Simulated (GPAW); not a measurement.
## zigzag Pt chain, bond 2.521 A: a list in the functional

Aim: see how far moments and order energies of zigzag Pt chain, bond 2.521 A move with the functional, and what each set costs.

Program: GPAW 26.7.0. Level of theory: several functionals; plane waves with GPAW's PAW setups, scalar-relativistic. Results are calculated unless marked as measured.

## 1. The structure

The cell holds 2 atoms: 2 Pt. Cell: a = 12.000 Å, b = 12.000 Å, c = 3.025 Å, α = 90.0°, β = 90.0°, γ = 90.0°. model lattice. Vacuum lies along a and b. The structure's axis is c.

Coordinates:

```cif
data_structure
_symmetry_space_group_name_H-M 'P 1'
_symmetry_Int_Tables_number 1
_cell_length_a 12.0000
_cell_length_b 12.0000
_cell_length_c 3.0252
_cell_angle_alpha 90.000
_cell_angle_beta 90.000
_cell_angle_gamma 90.000
_cell_volume 435.63
loop_
_atom_site_label
_atom_site_type_symbol
_atom_site_fract_x
_atom_site_fract_y
_atom_site_fract_z
_atom_site_occupancy
Pt1 Pt 0.41597 0.50000 0.00000 1
Pt2 Pt 0.58403 0.50000 0.50000 1
```

## 2. Set 1 (LDA), start ferro ++

Each set takes another functional on the same cell and mesh.

The input, order1.py:

```python
import json
import numpy as np
from ase import Atoms
from ase.parallel import paropen, parprint
from gpaw import GPAW

atoms = Atoms(['Pt', 'Pt'],
    cell=[[12.0, 0.0, 0.0],
         [0.0, 12.0, 0.0],
         [0.0, 0.0, 3.0252]],
    scaled_positions=[[0.41596667, 0.5, 0.0],
         [0.58403333, 0.5, 0.5]],
    pbc=True,
    magmoms=[0.6, 0.6])
atoms.calc = GPAW(mode={'name': 'pw', 'ecut': 550},
    xc='LDA',
    kpts={'size': (1, 1, 10), 'gamma': True},
    occupations={'name': 'fermi-dirac', 'width': 0.05},
    convergence={'density': 1e-05, 'energy': 1e-05},
    maxiter=200,
    symmetry={'tolerance': 1e-4},
    txt='order1.txt')
e = atoms.get_potential_energy(force_consistent=True)
res = {'free_energy': e, 'energy_sigma0': atoms.get_potential_energy(), 'fermi_energy': atoms.calc.get_fermi_level()}
res['moments'] = atoms.get_magnetic_moments().tolist()
res['total'] = atoms.get_magnetic_moment()
parprint('site moments (muB):', np.round(res['moments'], 3))
parprint(f"total moment: {res['total']:.3f} muB")
parprint(f'free energy: {e:.6f} eV')
atoms.calc.write('order1.gpw')
with paropen('results.json', 'w') as f:
    json.dump(res, f)
```

On the command line:

```console
> OMP_NUM_THREADS=1 python3 order1.py > order1.log
```

Log:

```text
site moments (muB): [0.335 0.335]
total moment: 0.724 muB
free energy: -9.579327 eV

--- order1.txt ---
Input parameters:
  mode=PW(ecut=550),
  convergence={'density': 1e-05, 'energy': 1e-05},
  kpts=MonkhorstPack(size=(1, 1, 10), gamma=True),
  maxiter=200,
  occupations=Occupations(name='fermi-dirac', width=0.05),
  symmetry=Symmetry(tolerance=0.0001),
  xc=XC(name='LDA')

Diagonalizing LCAO Hamiltonian
Converting LCAO to pw mode
        .----------------------------.
       /|                            |
      / |                            |
     /  |                            |
    /   .----------------------------.
   /   /             Pt             /
  /   /                            /
 *   /                            /
 |  /            Pt              /
 | /                            /
 |/                            /
 *----------------------------*

Atoms  # Å, Bohr magnetons
|   | symbol |        x |        y |        z |    initial magnetic moments |
|---|--------|----------|----------|----------|-----------------------------|
| 0 |     Pt | 4.991600 | 6.000000 | 0.000000 | ( 0.0000,  0.0000,  0.6000) |
| 1 |     Pt | 7.008400 | 6.000000 | 1.512600 | ( 0.0000,  0.0000,  0.6000) |

Unit cell  # Å
| periodic |         x |         y |        z |   lengths |    angles |
|----------|-----------|-----------|----------|-----------|-----------|
|      yes | 12.000000 |  0.000000 | 0.000000 | 12.000000 | 90.000000 |
|      yes |  0.000000 | 12.000000 | 0.000000 | 12.000000 | 90.000000 |
|      yes |  0.000000 |  0.000000 | 3.025200 |  3.025200 | 90.000000 |

Number of symmetries: 4

BZ-sampling:
  Number of BZ points: 10
  Number of IBZ points: 6

  Monkhorst-Pack size: [1, 1, 10]
  Monkhorst-Pack shift: [0.0, 0.0, 0.05]

Plane wave coefficients: 12836
Cutoff: 550.0 eV

Spin-components: 2 (collinear spins)
Bands:           24
Projectors:      12
Spin-degeneracy: 1
Datatype:        complex128

Parallelization:
  kpt:    1
  domain: 1
  band:   1

Density:
  Valence electrons: 32.0
  Components: 2
  Grid points: [70 70 18]
  Charge: 0.0  # |e|

Potential:
  Grid points: [70 70 18]

[... setups left out ...]
Reference energy: -1000193.497738  # eV

eigensolver:
  PPCG
  Converge bands: occupied
  niter=2

density mixing:
  MSR1-Mixer
  Pratt-step length: 0.05
  Maximum mixing coefficient: 0.75
  Old densities: 10
  SVD Regularization: 0.005
  Good broyden scale: 1.0
  Trust region scale: 1.0
  Backstep threshold: 4.0
  History deletion threshold: 6.0
  Fourier metric: weight=20.0, sigma=0.015

occupation numbers:
  Fermi-Dirac:
    width: 0.0500  # eV

poisson solver:
  ecut: 4400.0  # eV

xc functional:
  name: None

convergence criteria:
- Maximum integral of absolute [dens]ity change: 1e-05 electrons / valence electron
- Maximum [total energy] change in last 3 cyles: 1e-05 eV / valence electron
- Maximum integral of absolute [eigenst]ate change: 4e-08 eV^2 / valence electron
maximum number of iterations: 200

SCF iterations
|iter     |      energy | eigst |  dens |  magmom |
|---------|-------------|-------|-------|---------|
|iter:   1|       0s |  -12.100088 | +0.36 |       |  +1.1974|
|iter:   2|      10s |  -11.403788 | -0.93 | -0.83 |  +1.1648|
|iter:   3|      22s |   -9.553468 | -0.59 | -0.89 |  +0.7658|
|iter:   4|      32s |   -9.548272 | -1.79 | -1.64 |  +0.6828|
|iter:   5|      43s |   -9.549290 | -2.44 | -1.88 |  +0.6130|
|iter:   6|      54s |   -9.550985 | -2.92 | -2.33 |  +0.6121|
|iter:   7|      65s |   -9.551550 | -3.40 | -2.59 |  +0.6321|
|iter:   8|      75s |   -9.552676 | -3.87 | -2.83 |  +0.6815|
|iter:   9|      86s |   -9.552934 | -4.38 | -3.07 |  +0.7044|
|iter:  10|      97s |   -9.553078 | -4.87 | -3.35 |  +0.7181|
|iter:  11|     108s |   -9.553138c| -5.30 | -3.91 |  +0.7230|
|iter:  12|     119s |   -9.553148c| -5.77 | -4.45 |  +0.7238|
|iter:  13|     130s |   -9.553153c| -6.18 | -4.95 |  +0.7242|
|iter:  14|     140s |   -9.553153c| -6.67 | -4.97 |  +0.7242|
|iter:  15|     151s |   -9.553153c| -7.08 | -5.43c|  +0.7241|
|iter:  16|     159s |   -9.553153c| -7.47c| -5.92c|  +0.7241|

Converged in 16 steps
Energy contributions relative to reference atoms: (reference = -1000193.497738)

Energy contributions:
  Kinetic:         -28.013750
  Coulomb:          23.676566
  Zero:             -1.328032
  External:          0.000000
  Xc:               -3.861763
  Entropy:          -0.052348
  Spinorbit:         0.000000
  ----------------------------
  Free energy:      -9.579327
  Extrapolated:     -9.553153

dipole moment: (0.000004, 0.000004, -10.238364)  # |e|*Ang

Total magnetic moment: (0.000000, 0.000000, 0.724109)

Local magnetic moments
|        x |        y |        z |
|----------|----------|----------|
| 0.000000 | 0.000000 | 0.334938 |  # Pt   0
| 0.000000 | 0.000000 | 0.334938 |  # Pt   1

Fermi level: -4.496
Eigenvalues  # (at kpt = [0.000, 0.000, 0.000])
| band index |      eig [eV] | occ [0-1] |      eig [eV] | occ [0-1] |
|------------|---------------|-----------|---------------|-----------|
|          0 |       -56.515 |     1.000 |       -56.309 |     1.000 |
|        ... |               |           |               |           |
|          8 |        -7.652 |     1.000 |        -7.468 |     1.000 |
|          9 |        -6.979 |     1.000 |        -6.778 |     1.000 |
|         10 |        -6.011 |     1.000 |        -5.872 |     1.000 |
|         11 |        -5.775 |     1.000 |        -5.601 |     1.000 |
|         12 |        -5.485 |     1.000 |        -5.264 |     1.000 |
|         13 |        -5.082 |     1.000 |        -4.848 |     0.999 |
|         14 |        -4.936 |     1.000 |        -4.782 |     0.997 |
|         15 |        -4.574 |     0.828 |        -4.342 |     0.044 |
|         16 |        -4.416 |     0.169 |        -4.273 |     0.012 |
|         17 |        -3.931 |     0.000 |        -3.712 |     0.000 |
|         18 |        -1.661 |     0.000 |        -1.620 |     0.000 |
|         19 |        -0.989 |     0.000 |        -0.911 |     0.000 |
|         20 |         1.133 |     0.000 |         1.150 |     0.000 |
|         21 |         1.138 |     0.000 |         1.174 |     0.000 |
|         22 |         1.790 |     0.000 |         1.802 |     0.000 |
|         23 |         1.945 |     0.000 |         1.963 |     0.000 |

No gap
No difference between direct/indirect transitions
```

Run time: 2.9 min. Hardware: 1 MPI rank of Arm Neoverse N1, shared host; peak memory 0.4 GiB.

This step gave:

| Quantity | Value |
| --- | --- |
| magnetization | 0.7241 μB |
| final state | ferromagnetic |
| largest moment | 0.3349 μB |

After 16 cycles the largest moment stands at 0.335 μB.

## 3. Set 1 (LDA), start antiferro +-

The second start gives the energy difference between the two end states, the quantity that is followed from set to set.

order2.py is the script of step 2 with these lines changed:

```diff
@@ -13,3 +13,3 @@
     pbc=True,
-    magmoms=[0.6, 0.6])
+    magmoms=[0.6, -0.6])
 atoms.calc = GPAW(mode={'name': 'pw', 'ecut': 550},
@@ -21,3 +21,3 @@
     symmetry={'tolerance': 1e-4},
-    txt='order1.txt')
+    txt='order2.txt')
 e = atoms.get_potential_energy(force_consistent=True)
@@ -29,3 +29,3 @@
 parprint(f'free energy: {e:.6f} eV')
-atoms.calc.write('order1.gpw')
+atoms.calc.write('order2.gpw')
 with paropen('results.json', 'w') as f:
```

On the command line:

```console
> OMP_NUM_THREADS=1 python3 order2.py > order2.log
```

Log:

```text
site moments (muB): [ 0. -0.]
total moment: 0.000 muB
free energy: -9.573918 eV

--- order2.txt ---
Input parameters:
  mode=PW(ecut=550),
  convergence={'density': 1e-05, 'energy': 1e-05},
  kpts=MonkhorstPack(size=(1, 1, 10), gamma=True),
  maxiter=200,
  occupations=Occupations(name='fermi-dirac', width=0.05),
  symmetry=Symmetry(tolerance=0.0001),
  xc=XC(name='LDA')

Diagonalizing LCAO Hamiltonian
Converting LCAO to pw mode
        .----------------------------.
       /|                            |
      / |                            |
     /  |                            |
    /   .----------------------------.
   /   /             Pt             /
  /   /                            /
 *   /                            /
 |  /            Pt              /
 | /                            /
 |/                            /
 *----------------------------*

Atoms  # Å, Bohr magnetons
|   | symbol |        x |        y |        z |    initial magnetic moments |
|---|--------|----------|----------|----------|-----------------------------|
| 0 |     Pt | 4.991600 | 6.000000 | 0.000000 | ( 0.0000,  0.0000,  0.6000) |
| 1 |     Pt | 7.008400 | 6.000000 | 1.512600 | ( 0.0000,  0.0000, -0.6000) |

Number of symmetries: 4

BZ-sampling:
  Number of BZ points: 10
  Number of IBZ points: 6

  Monkhorst-Pack size: [1, 1, 10]
  Monkhorst-Pack shift: [0.0, 0.0, 0.05]

Plane wave coefficients: 12836
Cutoff: 550.0 eV

Spin-components: 2 (collinear spins)
Bands:           24
Projectors:      12
Spin-degeneracy: 1
Datatype:        complex128

Parallelization:
  kpt:    1
  domain: 1
  band:   1

Density:
[...]
|iter:  13|     132s |   -9.540405c| -6.22 | -5.35c|  +0.0000|
|iter:  14|     143s |   -9.540405c| -6.62 | -5.60c|  +0.0000|
|iter:  15|     154s |   -9.540405c| -7.12 | -6.11c|  +0.0000|
|iter:  16|     162s |   -9.540405c| -7.44c| -6.48c|  +0.0000|

Converged in 16 steps
Energy contributions relative to reference atoms: (reference = -1000193.497738)

Energy contributions:
  Kinetic:         -28.115551
  Coulomb:          23.816116
  Zero:             -1.329304
  External:          0.000000
  Xc:               -3.878153
  Entropy:          -0.067026
  Spinorbit:         0.000000
  ----------------------------
  Free energy:      -9.573918
  Extrapolated:     -9.540405

dipole moment: (0.000004, 0.000004, -10.235767)  # |e|*Ang

Total magnetic moment: (0.000000, 0.000000, 0.000000)

Local magnetic moments
|        x |        y |         z |
|----------|----------|-----------|
| 0.000000 | 0.000000 |  0.000000 |  # Pt   0
| 0.000000 | 0.000000 | -0.000000 |  # Pt   1

Fermi level: -4.513
Eigenvalues  # (at kpt = [0.000, 0.000, 0.000])
| band index |      eig [eV] | occ [0-1] |      eig [eV] | occ [0-1] |
|------------|---------------|-----------|---------------|-----------|
|          0 |       -56.386 |     1.000 |       -56.386 |     1.000 |
|        ... |               |           |               |           |
|          7 |        -8.958 |     1.000 |        -8.958 |     1.000 |
|          8 |        -7.552 |     1.000 |        -7.552 |     1.000 |
|          9 |        -6.847 |     1.000 |        -6.847 |     1.000 |
|         10 |        -5.916 |     1.000 |        -5.916 |     1.000 |
[...]
|         20 |         1.146 |     0.000 |         1.146 |     0.000 |
|         21 |         1.162 |     0.000 |         1.162 |     0.000 |
|         22 |         1.798 |     0.000 |         1.798 |     0.000 |
|         23 |         1.956 |     0.000 |         1.956 |     0.000 |

No gap
No difference between direct/indirect transitions
```

Elapsed: 3 min, on 1 MPI rank; peak memory 0.4 GiB.

This step gave:

- final state: non-magnetic

This start lies +2.7 meV a seeded atom from the first; its moments have collapsed.

## 4. Set 2 (revPBE), start ferro ++

order1.py is the script of step 2 with these lines changed:

```diff
@@ -15,3 +15,3 @@
 atoms.calc = GPAW(mode={'name': 'pw', 'ecut': 550},
-    xc='LDA',
+    xc='revPBE',
     kpts={'size': (1, 1, 10), 'gamma': True},
```

On the command line:

```console
> OMP_NUM_THREADS=1 python3 order1.py > order1.log
```

Log:

```text
site moments (muB): [0.372 0.372]
total moment: 0.788 muB
free energy: -7.674627 eV

--- order1.txt ---
Input parameters:
  mode=PW(ecut=550),
  convergence={'density': 1e-05, 'energy': 1e-05},
  kpts=MonkhorstPack(size=(1, 1, 10), gamma=True),
  maxiter=200,
  occupations=Occupations(name='fermi-dirac', width=0.05),
  symmetry=Symmetry(tolerance=0.0001),
  xc=XC(name='revPBE')

Diagonalizing LCAO Hamiltonian
[...]
|         10 |        -5.580 |     1.000 |        -5.426 |     1.000 |
|         11 |        -5.345 |     1.000 |        -5.125 |     1.000 |
[...]
|         20 |         1.072 |     0.000 |         1.093 |     0.000 |
|         21 |         1.314 |     0.000 |         1.353 |     0.000 |
|         22 |         1.677 |     0.000 |         1.738 |     0.000 |
|         23 |         1.809 |     0.000 |         1.844 |     0.000 |

No gap
No difference between direct/indirect transitions


[key lines of the parts left out:]
Free energy:      -7.674627
Converged in 17 steps
dipole moment: (0.000005, 0.000004, -10.184854)  # |e|*Ang
Fermi level: -4.029
```

It took 3.2 min on 1 MPI rank; peak memory 0.43 GiB.

This step gave:

```yaml
magnetization: 0.7884 μB
final_state: ferromagnetic
largest_moment: 0.3715 μB
```

The largest moment moves by +0.04 μB from set 1, at 1.1 times its CPU time.

## 5. Set 2 (revPBE), start antiferro +-

order2.py is the script of step 3 with these lines changed:

```diff
@@ -15,3 +15,3 @@
 atoms.calc = GPAW(mode={'name': 'pw', 'ecut': 550},
-    xc='LDA',
+    xc='revPBE',
     kpts={'size': (1, 1, 10), 'gamma': True},
```

On the command line:

```console
> OMP_NUM_THREADS=1 python3 order2.py > order2.log
```

Log:

```text
site moments (muB): [ 0. -0.]
total moment: -0.000 muB
free energy: -7.662157 eV

--- order2.txt ---
Input parameters:
  mode=PW(ecut=550),
  convergence={'density': 1e-05, 'energy': 1e-05},
  kpts=MonkhorstPack(size=(1, 1, 10), gamma=True),
  maxiter=200,
  occupations=Occupations(name='fermi-dirac', width=0.05),
  symmetry=Symmetry(tolerance=0.0001),
  xc=XC(name='revPBE')

Diagonalizing LCAO Hamiltonian
[...]
|          9 |        -6.394 |     1.000 |        -6.394 |     1.000 |
|         10 |        -5.463 |     1.000 |        -5.463 |     1.000 |
[...]
|         20 |         1.086 |     0.000 |         1.086 |     0.000 |
|         21 |         1.341 |     0.000 |         1.341 |     0.000 |
|         22 |         1.709 |     0.000 |         1.709 |     0.000 |
|         23 |         1.827 |     0.000 |         1.827 |     0.000 |

No gap
No difference between direct/indirect transitions


[key lines of the parts left out:]
Free energy:      -7.662157
Converged in 16 steps
dipole moment: (0.000005, 0.000004, -10.181470)  # |e|*Ang
Fermi level: -4.067
```

The job ended after 3 min (1 MPI rank; peak memory 0.43 GiB).

Read from the output:

```yaml
final_state: non-magnetic
```

This start lies +6.2 meV a seeded atom from the first, a change of +3.5 meV since set 1; its moments have collapsed.

## 6. Set 3 (PBE), start ferro ++

order1.py is the script of step 4 with these lines changed:

```diff
@@ -15,3 +15,3 @@
 atoms.calc = GPAW(mode={'name': 'pw', 'ecut': 550},
-    xc='revPBE',
+    xc='PBE',
     kpts={'size': (1, 1, 10), 'gamma': True},
```

On the command line:

```console
> OMP_NUM_THREADS=1 python3 order1.py > order1.log
```

Log:

```text
site moments (muB): [0.374 0.374]
total moment: 0.800 muB
free energy: -8.217167 eV

--- order1.txt ---
Input parameters:
  mode=PW(ecut=550),
  convergence={'density': 1e-05, 'energy': 1e-05},
  kpts=MonkhorstPack(size=(1, 1, 10), gamma=True),
  maxiter=200,
  occupations=Occupations(name='fermi-dirac', width=0.05),
  symmetry=Symmetry(tolerance=0.0001),
  xc=XC(name='PBE')

Diagonalizing LCAO Hamiltonian
[...]
|         10 |        -5.701 |     1.000 |        -5.547 |     1.000 |
|         11 |        -5.466 |     1.000 |        -5.247 |     1.000 |
[...]
|         20 |         1.129 |     0.000 |         1.150 |     0.000 |
|         21 |         1.269 |     0.000 |         1.320 |     0.000 |
|         22 |         1.753 |     0.000 |         1.809 |     0.000 |
|         23 |         1.893 |     0.000 |         1.937 |     0.000 |

No gap
No difference between direct/indirect transitions


[key lines of the parts left out:]
Free energy:      -8.217167
Converged in 17 steps
dipole moment: (0.000005, 0.000004, -10.199272)  # |e|*Ang
Fermi level: -4.148
```

It took 3.1 min on 1 MPI rank; peak memory 0.43 GiB.

This step gave:

```yaml
magnetization: 0.8003 μB
final_state: ferromagnetic
largest_moment: 0.3740 μB
```

The largest moment is that of set 2, at 0.97 times its CPU time.

## 7. Set 3 (PBE), start antiferro +-

order2.py is the script of step 5 with these lines changed:

```diff
@@ -15,3 +15,3 @@
 atoms.calc = GPAW(mode={'name': 'pw', 'ecut': 550},
-    xc='revPBE',
+    xc='PBE',
     kpts={'size': (1, 1, 10), 'gamma': True},
```

On the command line:

```console
> OMP_NUM_THREADS=1 python3 order2.py > order2.log
```

Log:

```text
site moments (muB): [ 0. -0.]
total moment: -0.000 muB
free energy: -8.204886 eV

--- order2.txt ---
Input parameters:
  mode=PW(ecut=550),
  convergence={'density': 1e-05, 'energy': 1e-05},
  kpts=MonkhorstPack(size=(1, 1, 10), gamma=True),
  maxiter=200,
  occupations=Occupations(name='fermi-dirac', width=0.05),
  symmetry=Symmetry(tolerance=0.0001),
  xc=XC(name='PBE')

Diagonalizing LCAO Hamiltonian
[...]
|          9 |        -6.509 |     1.000 |        -6.509 |     1.000 |
|         10 |        -5.581 |     1.000 |        -5.581 |     1.000 |
[...]
|         20 |         1.142 |     0.000 |         1.142 |     0.000 |
|         21 |         1.305 |     0.000 |         1.305 |     0.000 |
|         22 |         1.782 |     0.000 |         1.782 |     0.000 |
|         23 |         1.916 |     0.000 |         1.916 |     0.000 |

No gap
No difference between direct/indirect transitions


[key lines of the parts left out:]
Free energy:      -8.204886
Converged in 16 steps
dipole moment: (0.000004, 0.000004, -10.195219)  # |e|*Ang
Fermi level: -4.180
```

Wall time 3 min (1 MPI rank); peak memory 0.43 GiB.

Read from the output:

```
final state : non-magnetic
```

This start lies +6.1 meV a seeded atom from the first, a change of -0.1 meV since set 2; its moments have collapsed.

## 8. Set 4 (RPBE), start ferro ++

order1.py is the script of step 6 with these lines changed:

```diff
@@ -15,3 +15,3 @@
 atoms.calc = GPAW(mode={'name': 'pw', 'ecut': 550},
-    xc='PBE',
+    xc='RPBE',
     kpts={'size': (1, 1, 10), 'gamma': True},
```

On the command line:

```console
> OMP_NUM_THREADS=1 python3 order1.py > order1.log
```

Log:

```text
site moments (muB): [0.373 0.373]
total moment: 0.790 muB
free energy: -7.569610 eV

--- order1.txt ---
Input parameters:
  mode=PW(ecut=550),
  convergence={'density': 1e-05, 'energy': 1e-05},
  kpts=MonkhorstPack(size=(1, 1, 10), gamma=True),
  maxiter=200,
  occupations=Occupations(name='fermi-dirac', width=0.05),
  symmetry=Symmetry(tolerance=0.0001),
  xc=XC(name='RPBE')

Diagonalizing LCAO Hamiltonian
[...]
|         10 |        -5.569 |     1.000 |        -5.414 |     1.000 |
|         11 |        -5.334 |     1.000 |        -5.113 |     1.000 |
[...]
|         20 |         1.101 |     0.000 |         1.118 |     0.000 |
|         21 |         1.257 |     0.000 |         1.298 |     0.000 |
|         22 |         1.715 |     0.000 |         1.781 |     0.000 |
|         23 |         1.807 |     0.000 |         1.854 |     0.000 |

No gap
No difference between direct/indirect transitions


[key lines of the parts left out:]
Free energy:      -7.569610
Converged in 17 steps
dipole moment: (0.000005, 0.000004, -10.179580)  # |e|*Ang
Fermi level: -4.017
```

Wall time 3.1 min (1 MPI rank); peak memory 0.43 GiB.

Numbers from this step:

```yaml
magnetization: 0.7896 μB
final_state: ferromagnetic
largest_moment: 0.3726 μB
```

The largest moment is that of set 3, at 1.0 times its CPU time.

(Part 1 of 2 ends here.)

[Logs and program files are shortened in this print: banners, set-up blocks, solver, clock and traceback lines can be left out without a mark of their own.]

[Logs are printed without paths, hosts, clocks, repeated set-up lines and the standing remarks that a program may print on its own settings, such as how far it seeks lower states.]

[Hosts, paths, dates, database ids (printed as entryN), source tags and the programs' standing remarks are cut or masked in the printed files.]

[Where a cell is said to come from a database of computed structures, the database is the Materials Project.]
